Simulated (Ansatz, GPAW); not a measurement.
# Polarising a 5-layer slab of Ca(110) with a field along the normal

The dipole of the cell at several fields, atoms fixed. What does the strongest field give, and what length does the slope stand for?

Set-up. GPAW 26.7.0, plane waves (400 eV), PAW setups, PBE, 6×8 mesh, a dipole layer in the vacuum; geometry relaxed without an applied field with Ansatz 0.2.0. The cell's area is 22.02 Å², and e/ε0 = 180.95 V Å.

The runs, one held back:

```
field (V/Å)  dipole (e Å)
       −0.2       −0.3035
       −0.1       −0.1520
      −0.05       −0.0764
       0.05        0.0747
        0.1        0.1503
        0.2        0.3017
        0.3             ?
```

To predict: What is the dipole at 0.3 V/Å?

**Working.** A line through the 6 points has the slope α = 1.513 e Å per V/Å and the intercept p₀ = −0.0009 e Å (r.m.s. residual 9.4e−05). At 0.3 V/Å it gives p = −0.0009 + 1.513 × 0.3 = 0.4529 e Å; the run gives 0.4539 e Å, so the response stays linear to 0.2 % of the induced part. Dividing by ε0 and the area: α/(ε0 A) = 1.513 × 180.95 / 22.02 = 12.43 Å, against 7.67 Å between the outer nuclei. A metal screens fully, so the excess of 4.76 Å puts the image planes about 2.38 Å outside the outer atoms on average.

Caveats: This is the electronic response alone; ions that move would add to it in polar layers. No run was spin-polarised, so magnetic states weren't tested.

[Logs are printed without paths, hosts, clocks, repeated set-up lines and the standing remarks that a program may print on its own settings, such as how far it seeks lower states.]
